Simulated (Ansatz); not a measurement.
# Changed inputs in constrained RPA: NaCuCl3 (cubic perovskite) (Pm-3m)

Wanted: the sensitivity and cost of U and J for NaCuCl3 (cubic perovskite) (Pm-3m).

Main program and level: Ansatz 0.2.0; constrained RPA on PBE, plane waves, PAW.

The structure was built from a prototype and need not be the compound's stable phase.

### Step 1. The structure

It takes space group Pm-3m (No. 221, cubic). The conventional cell has a = 4.802 Å, b = 4.802 Å, c = 4.802 Å, α = 90.00°, β = 90.00°, γ = 90.00°. Nearest to Na lie 12 Cl at 3.40 Å. Nearest to Cu lie 6 Cl at 2.40 Å. Cl has 2 Cu at 2.40 Å and 4 Na at 3.40 Å nearest. Farther neighbours and most contacts between anions are not listed.

The structure was relaxed with PBE. The structure type comes from a generator and need not be one that this composition takes. The structure was generated from a model, not taken from a measurement. The runs that relaxed it are not among those shown. The program's search for lower electronic states was switched off, so nothing shows that the state found is the lowest. The default PAW set here is soft_2. Its files were made with PBE.

### Step 2. Base: Cu d + anion p, bands v14 to v1, 4×4×4 mesh, medium accuracy

Constrained RPA screens the interaction with every transition except those inside the target bands, which a later many-body model would treat itself.

Input file input.yaml:

```yaml
crystal:
  lattice:
    - [0.0, -4.80204177, 0.0]
    - [0.0, 0.0, 4.80204177]
    - [-4.80204177, 0.0, 0.0]
  atoms:
    - { symbol: Na, position: [0.0, 0.0, 0.0] }
    - { symbol: Cu, position: [0.5, 0.5, 0.5] }
    - { symbol: Cl, position: [0.5, 0.5, 0.0] }
    - { symbol: Cl, position: [0.5, 0.0, 0.5] }
    - { symbol: Cl, position: [0.0, 0.5, 0.5] }
kpoints:
  mp_grid: { grid: [6, 6, 6] }
hamiltonian:
  xc: pbe
scf:
  occupations: { method: gaussian, width: 0.08 }
  n_extra_bands: 19
  max_iter: 150
  lower_state_search: "off"
output:
  crpa:
    kmesh: [4, 4, 4]
    target_bands: [v14, v1]
    projections: [{ species: Cu, l: d, shell: 3 }, { species: Cl, l: p, shell: 3 }]
  local_orbitals:
    kmesh: [8, 8, 8]
    orbitals: [{ species: Cu, l: d, shell: 3 }, { species: Cl, l: p, shell: 3 }]
    window: { bands: [v14, v1] }
    seedname: lo
```

Run with:

```bash
> ansatz run input.yaml --threads 4 --pin off --max-ram 9216MiB --backend cpu --events-out ev --progress --plain --runs-dir out
```

Numbers of over 12 decimals in the logs are rounded to 6 here.

What it wrote:

```text
scf.n_extra_bands = 19 over 25 filled bands (N_el = 49.0): the run solves 44 bands
Engine: ansatz 0.2.0, x86_64-unknown-linux-gnu
Pseudopotentials: kind: paw
Pseudopotential: Na, paw, valence charge 9, recommended cutoff 420 eV (normal), Na.paw.azcp
Pseudopotential: Cu, paw, valence charge 19, recommended cutoff 420 eV (normal), Cu.paw.azcp
Pseudopotential: Cl, paw, valence charge 7, recommended cutoff 420 eV (normal), Cl.paw.azcp
Functional definition: PBE
  parameter kappa = 0.804
  parameter beta = 0.066725
  exchange = pbe_x(kappa = kappa, mu = beta*pi^2/3)
  correlation = pbe_c(beta = beta)
Crystal: 5 atoms, lattice volume = 110.733 Å³
Basis set: ecut = 420 eV, 2109 PW (Γ)
Bands: 44, of which v1, the nominal top of the filled ones, is band 25 counted from 1 (24 counted from 0)
Symmetry: 48 space group operations
Space group: Pm-3m (ITA 221), of the structure as read, at distance tolerance 4.8e-5 Å
k-points: 20 of 216
Non-local potential: Na, projectors of the file, l = 0: 3, l = 1: 2, l = 2: 1
Non-local potential: Cu, projectors of the file, l = 0: 3, l = 1: 2, l = 2: 3, l = 3: 1
Non-local potential: Cl, projectors of the file, l = 0: 2, l = 1: 2, l = 2: 2
PAW form: soft (Blöchl's): semilocal exchange-correlation on the pseudo side does not see the compensation charge
PAW one-centre angular grid: Na, 110 points (default); XC on 64 Gauss nodes
PAW one-centre angular grid: Cu, 590 points (default); XC on 64 Gauss nodes
PAW one-centre angular grid: Cl, 110 points (default); XC on 64 Gauss nodes
Initial density: superposition of atomic densities (neutral atoms: chi_scale 0, normalization atom), corrected by the library's trained network
Initial wavefunctions: pseudopotential atomic-orbital guess
Functional: x = pbe(κ = 0.804, μ = 0.219515), c = pbe(β = 0.066725)
SCF iter   1: F=—  HF=-11354.763210 eV  |F-HF|=—  |Δ(HF+E_count)|=         —  Δρ=1.87e-3  dr2=2.24e-3  ethr=1.77e-3  ⟨swp⟩=6.0  Hψ=3993  notcnv=0  defer=118
preconditioner: auto → LDOS  [metal: Δε(μ)=0.037 eV  Ē_g=18.015 eV  σ=0.080 eV  W_gap=0.25  n_scr=26 (ndim 8)  ℏωp=22.0 eV  f_vac=0.138  D(μ)=3.68/eV (n_scr^D=26)  β→1.0]
SCF iter   2: F=—  HF=-11354.763604 eV  |F-HF|=—  |Δ(HF+E_count)|=   3.94e-4  Δρ=8.34e-4  dr2=1.35e-3  ethr=4.58e-6  ⟨swp⟩=2.3  Hψ=1456  notcnv=0  defer=158
SCF iter   3: F=—  HF=-11354.763369 eV  |F-HF|=—  |Δ(HF+E_count)|=   2.35e-4  Δρ=1.14e-3  dr2=1.15e-3  ethr=2.76e-6  ⟨swp⟩=2.1  Hψ=973  notcnv=0  defer=158
SCF iter   4: F=—  HF=-11354.763335 eV  |F-HF|=—  |Δ(HF+E_count)|=   3.35e-5  Δρ=1.06e-3  dr2=9.85e-4  ethr=2.35e-6  ⟨swp⟩=1.0  Hψ=631  notcnv=0  defer=158
SCF iter   5: F=—  HF=-11354.763181 eV  |F-HF|=—  |Δ(HF+E_count)|=   1.54e-4  Δρ=3.93e-4  dr2=1.23e-4  ethr=2.01e-6  ⟨swp⟩=1.4  Hψ=652  notcnv=0  defer=158
[...]
Entropy (-TS):   -0.011767 eV (-2.353 meV/atom)
Fermi energy:    3.898786 eV
--- Per-component energies (eV) ---
  E_band       = -847.637463
  E_kinetic    = 901.133304
  E_local      = -8427.765986  (includes V_loc(G=0)·N_el)
  E_nonlocal   = 594.820484
  E_hartree    = 3550.545685
  E_xc         = -448.248455
  E_vxc        = -529.530751  (∫ρ·V_xc dr)
  E_paw        = -3906.707180  (= ΣΔE_a)
  E_vpaw       = -487.366353  (= ΣTr[D̂ρ^β])
  E_aug_tail   = 0.000551  (compensation charges beyond the density's cutoff)
  E_ewald      = -3618.529812
  E_smearing   = -0.011767  (= −TS)
  E_closure    = -0.000000  (closes the sum)
  Σ components = -11354.763177   (vs F -11354.763177, Δ=0.00e0)
--- Band table (eV; the first three rows and the last of 20) ---
  k-point 0: bands = [... 21 lower, 2.1638, 2.4747, 2.4747, 2.4747, 6.3423, 7.4069, 11.3064, 11.3064, ... 15 higher]
  k-point 1: bands = [... 21 lower, 2.2620, 2.5027, 2.5027, 2.5502, 6.8535, 7.8055, 11.2290, 11.6903, ... 15 higher]
  k-point 2: bands = [... 21 lower, 2.3449, 2.5719, 2.5719, 2.6856, 8.0885, 8.7978, 10.7192, 12.4658, ... 15 higher]
  k-point 19: bands = [... 21 lower, 3.0401, 3.0401, 4.5554, 4.5554, 8.1277, 10.3864, 10.3864, 10.3864, ... 15 higher]
--- cRPA (band scheme, projected local orbitals): target bands 12..25 (1-based), 14 Wannier function(s), 4×4×4 mesh, 50 bands' worth read of 55 solved, ecut_chi 136.0 eV, v(q+G=0) probe_charge, pair densities all_electron ---
  bands read: the sum over 50 bands ends inside a degenerate multiplet in 11 slots, whose members it reads at an even weight; the widest, k=0: bands 50 to 52 (counted from 1) at 1/3 each
  χ-basis size per q: N_G = 388..432
  window electrons = 27.0000, filled by tetrahedron_uncorrected; constrained ε̄⁻¹(q = 0, 0) head = 0.354156; min gauge Gram eig = 0.7045
  Kanamori averages over each shell's own Wannier functions (sites counted from 0, functions from 1):
  Each shell's averages of U are screened by what lies outside the whole window alone: parameters of one model of all the shells.
    Site 1, 3D, 5 of 5 d orbitals (Wannier functions 1, 2, 3, 4, 5; wannier90's mr 1, 2, 3, 4, 5):
      screened: U = 9.1907 eV, U' = 7.6029 eV, J = 0.7951 eV
      screened, to within: U = 2.9e-2 eV, U' = 2.9e-2 eV, J = 1.2e-3 eV
      bare: V = 27.4648 eV, V' = 25.5573 eV, J = 0.9520 eV
    Site 2, 3P, 3 of 3 p orbitals (Wannier functions 6, 7, 8; wannier90's mr 1, 2, 3):
      screened: U = 5.8822 eV, U' = 4.8533 eV, J = 0.4891 eV
      screened, to within: U = 7.6e-3 eV, U' = 7.6e-3 eV, J = 6.4e-4 eV
      bare: V = 13.5868 eV, V' = 12.0786 eV, J = 0.7158 eV
    Site 3, 3P, 3 of 3 p orbitals (Wannier functions 9, 10, 11; wannier90's mr 1, 2, 3):
      screened: U = 5.8822 eV, U' = 4.8533 eV, J = 0.4891 eV
      screened, to within: U = 7.6e-3 eV, U' = 7.6e-3 eV, J = 6.4e-4 eV
      bare: V = 13.5868 eV, V' = 12.0786 eV, J = 0.7158 eV
    Site 4, 3P, 3 of 3 p orbitals (Wannier functions 12, 13, 14; wannier90's mr 1, 2, 3):
      screened: U = 5.8822 eV, U' = 4.8533 eV, J = 0.4891 eV
      screened, to within: U = 7.6e-3 eV, U' = 7.6e-3 eV, J = 6.4e-4 eV
      bare: V = 13.5868 eV, V' = 12.0786 eV, J = 0.7158 eV
  Hermiticity witness max|P − P†| over intra, direct and exchange elements: 1.24e-14 eV (screened), 7.11e-15 eV (bare)
  Reality witness max|Im| over intra, direct and exchange elements: 2.31e-8 eV (screened), 1.45e-12 eV (bare)
[key lines of the parts left out:]
SCF converged after 8 iterations
Free energy (F): -11354.763177 eV
```

It took 3.7 min on 4 threads of Intel Xeon Platinum 8375C at 2.90GHz (Ice Lake), shared host; peak memory 1 GiB.

Numbers from this step:

```
U                                                 : 9.191 eV
U prime (inter-orbital)                           : 7.603 eV
J                                                 : 0.7951 eV
bare V                                            : 27.46 eV
bare J                                            : 0.9520 eV
stated bound on U                                 : 0.02846 eV
U over bare V                                     : 0.3346
electrons in the window                           : 27.00
head of the constrained inverse dielectric matrix : 0.3542
least eigenvalue of the projection's overlap      : 0.7045
target functions                                  : 14
bands in the sums                                 : 50
r.m.s. miss of the model bands                    : 3.02e-5 eV
width of the target bands                         : 7.052 eV
weight of the projected orbitals in the window    : 0.9701
```

On the Cu d shell, screening brings the on-site interaction from 27.5 eV down to U = 9.19 eV.

### Step 3. Changed: 2×2×2 mesh

input.yaml, the sections that differ from step 2:

```yaml
output:
  crpa:
    kmesh: [2, 2, 2]
    target_bands: [v14, v1]
    projections: [{ species: Cu, l: d, shell: 3 }, { species: Cl, l: p, shell: 3 }]
# crystal, kpoints, hamiltonian, scf: as in step 2
```

What it wrote:

```text
[...]
Crystal: 5 atoms, lattice volume = 110.733 Å³
Basis set: ecut = 420 eV, 2109 PW (Γ)
Bands: 44, of which v1, the nominal top of the filled ones, is band 25 counted from 1 (24 counted from 0)
Symmetry: 48 space group operations
[...]
k-points: 20 of 216
[...]
SCF iter   1: F=—  HF=-11354.763210 eV  |F-HF|=—  |Δ(HF+E_count)|=         —  Δρ=1.87e-3  dr2=2.24e-3  ethr=1.77e-3  ⟨swp⟩=6.0  Hψ=3993  notcnv=0  defer=118
[...]
SCF iter   8: F=-11354.763177 eV  HF=-11354.763177 eV  |F-HF|=3.25e-8  |Δ(HF+E_count)|=   1.67e-8  Δρ=8.20e-6  dr2=4.27e-8  ethr=2.04e-10  ⟨swp⟩=8.2  Hψ=4289  notcnv=0
SCF 1 converged in 8 iterations: F = -11354.763177 eV  dr2 = 4.27e-8
[...]
NSCF: frozen V_eff on 4 k-points
[...]
cRPA screening: q 1/8
cRPA screening: q 2/8
cRPA screening: q 5/8 (q-point 4)
cRPA screening: q 8/8
SCF converged after 8 iterations
Free energy (F): -11354.763177 eV
[...]
χ-basis size per q: N_G = 388..432
[...]
screened: U = 9.1577 eV, U' = 7.5700 eV, J = 0.7948 eV
      screened, to within: U = 2.8e-2 eV, U' = 2.8e-2 eV, J = 1.3e-3 eV
      bare: V = 27.4824 eV, V' = 25.5755 eV, J = 0.9518 eV
    Site 2, 3P, 3 of 3 p orbitals (Wannier functions 6, 7, 8; wannier90's mr 1, 2, 3):
      screened: U = 5.8402 eV, U' = 4.8069 eV, J = 0.4906 eV
      screened, to within: U = 6.4e-3 eV, U' = 6.4e-3 eV, J = 6.3e-4 eV
      bare: V = 13.6967 eV, V' = 12.1836 eV, J = 0.7171 eV
    Site 3, 3P, 3 of 3 p orbitals (Wannier functions 9, 10, 11; wannier90's mr 1, 2, 3):
      screened: U = 5.8402 eV, U' = 4.8069 eV, J = 0.4906 eV
      screened, to within: U = 6.4e-3 eV, U' = 6.4e-3 eV, J = 6.3e-4 eV
      bare: V = 13.6967 eV, V' = 12.1836 eV, J = 0.7171 eV
    Site 4, 3P, 3 of 3 p orbitals (Wannier functions 12, 13, 14; wannier90's mr 1, 2, 3):
      screened: U = 5.8402 eV, U' = 4.8069 eV, J = 0.4906 eV
      screened, to within: U = 6.4e-3 eV, U' = 6.4e-3 eV, J = 6.3e-4 eV
      bare: V = 13.6967 eV, V' = 12.1836 eV, J = 0.7171 eV
[...]
[key lines of the parts left out:]
Fermi energy:    3.898786 eV
```

Run time: 23 s. Hardware: 4 threads; peak memory 0.86 GiB; 80 s of CPU time.

This step gave:

| Quantity | Value |
| --- | --- |
| U | 9.158 eV |
| U prime (inter-orbital) | 7.570 eV |
| J | 0.7948 eV |
| bare V | 27.48 eV |
| bare J | 0.9518 eV |
| stated bound on U | 0.02760 eV |
| U over bare V | 0.3332 |
| electrons in the window | 27.00 |
| head of the constrained inverse dielectric matrix | 0.3297 |
| least eigenvalue of the projection's overlap | 0.7045 |
| target functions | 14 |
| bands in the sums | 50 |
| width of the target bands | 7.052 eV |
| weight of the projected orbitals in the window | 0.9701 |

On the Cu d shell, screening brings the on-site interaction from 27.5 eV down to U = 9.16 eV.

### Step 4. Changed: accuracy high

Edit input.yaml of step 3 so:

```diff
@@ -22,4 +22,5 @@
   crpa:
-    kmesh: [2, 2, 2]
+    kmesh: [4, 4, 4]
     target_bands: [v14, v1]
     projections: [{ species: Cu, l: d, shell: 3 }, { species: Cl, l: p, shell: 3 }]
+    accuracy: high
```

What it wrote:

```text
[...]
Crystal: 5 atoms, lattice volume = 110.733 Å³
Basis set: ecut = 420 eV, 2109 PW (Γ)
Bands: 44, of which v1, the nominal top of the filled ones, is band 25 counted from 1 (24 counted from 0)
Symmetry: 48 space group operations
[...]
k-points: 20 of 216
[...]
screened: U = 5.8828 eV, U' = 4.8537 eV, J = 0.4892 eV
      screened, to within: U = 8.0e-4 eV, U' = 8.0e-4 eV, J = 7.2e-5 eV
      bare: V = 13.5868 eV, V' = 12.0786 eV, J = 0.7158 eV
    Site 4, 3P, 3 of 3 p orbitals (Wannier functions 12, 13, 14; wannier90's mr 1, 2, 3):
      screened: U = 5.8828 eV, U' = 4.8537 eV, J = 0.4892 eV
      screened, to within: U = 8.0e-4 eV, U' = 8.0e-4 eV, J = 7.2e-5 eV
      bare: V = 13.5868 eV, V' = 12.0786 eV, J = 0.7158 eV
[...]
[key lines of the parts left out:]
SCF converged after 8 iterations
Free energy (F): -11354.763177 eV
Fermi energy:    3.898786 eV
```

Run time: 6.3 min. Hardware: 4 threads; peak memory 1.1 GiB; 24 min of CPU time.

Numbers from this step:

```yaml
u: 9.198 eV
u_prime_inter_orbital: 7.610 eV
j: 0.7952 eV
bare_v: 27.46 eV
bare_j: 0.9520 eV
stated_bound_on_u: 0.002463 eV
u_over_bare_v: 0.3349
electrons_in_the_window: 27.00
head_of_the_constrained_inverse_dielectric_matrix: 0.3542
least_eigenvalue_of_the_projection_s_overlap: 0.7045
target_functions: 14
bands_in_the_sums: 50
width_of_the_target_bands: 7.052 eV
weight_of_the_projected_orbitals_in_the_window: 0.9701
```

On the Cu d shell, screening brings the on-site interaction from 27.5 eV down to U = 9.20 eV.

### Step 5. Changed: sums over states

Edit input.yaml of step 4 so:

```diff
@@ -25,2 +25,4 @@
     projections: [{ species: Cu, l: d, shell: 3 }, { species: Cl, l: p, shell: 3 }]
-    accuracy: high
+    accuracy: sum_over_states
+    n_empty_bands: 100
+    ecut_chi: 250
```

What it wrote:

```text
[...]
Crystal: 5 atoms, lattice volume = 110.733 Å³
Basis set: ecut = 420 eV, 2109 PW (Γ)
Bands: 44, of which v1, the nominal top of the filled ones, is band 25 counted from 1 (24 counted from 0)
Symmetry: 48 space group operations
[...]
k-points: 20 of 216
[...]
screened: U = 5.9530 eV, U' = 4.8632 eV, J = 0.5177 eV
      bare: V = 13.5868 eV, V' = 12.0786 eV, J = 0.7158 eV
    Site 3, 3P, 3 of 3 p orbitals (Wannier functions 9, 10, 11; wannier90's mr 1, 2, 3):
      screened: U = 5.9530 eV, U' = 4.8632 eV, J = 0.5177 eV
      bare: V = 13.5868 eV, V' = 12.0786 eV, J = 0.7158 eV
    Site 4, 3P, 3 of 3 p orbitals (Wannier functions 12, 13, 14; wannier90's mr 1, 2, 3):
      screened: U = 5.9530 eV, U' = 4.8632 eV, J = 0.5177 eV
      bare: V = 13.5868 eV, V' = 12.0786 eV, J = 0.7158 eV
[...]
[key lines of the parts left out:]
SCF converged after 8 iterations
Free energy (F): -11354.763177 eV
Fermi energy:    3.898786 eV
```

Wall time 41 s (4 threads); peak memory 0.98 GiB; 2.5 min of CPU time.

This variant gives U = 9.39 eV against 9.19 eV. It is a finite sum over empty states with no bound on its error and stays out of the table below.

(Continued in part 2 of 2.)

[Paths, hosts, dates, memory and timing lines, banners, echoed tables and standing remarks are left out of the program output.]

[Logs are printed without paths, hosts, clocks, repeated set-up lines and the standing remarks that a program may print on its own settings, such as how far it seeks lower states.]

[Runs of the session that timed out or met a known fault of the program may be left out.]

[Hosts, paths, dates, database ids (printed as entryN), source tags and the programs' standing remarks are cut or masked in the printed files.]
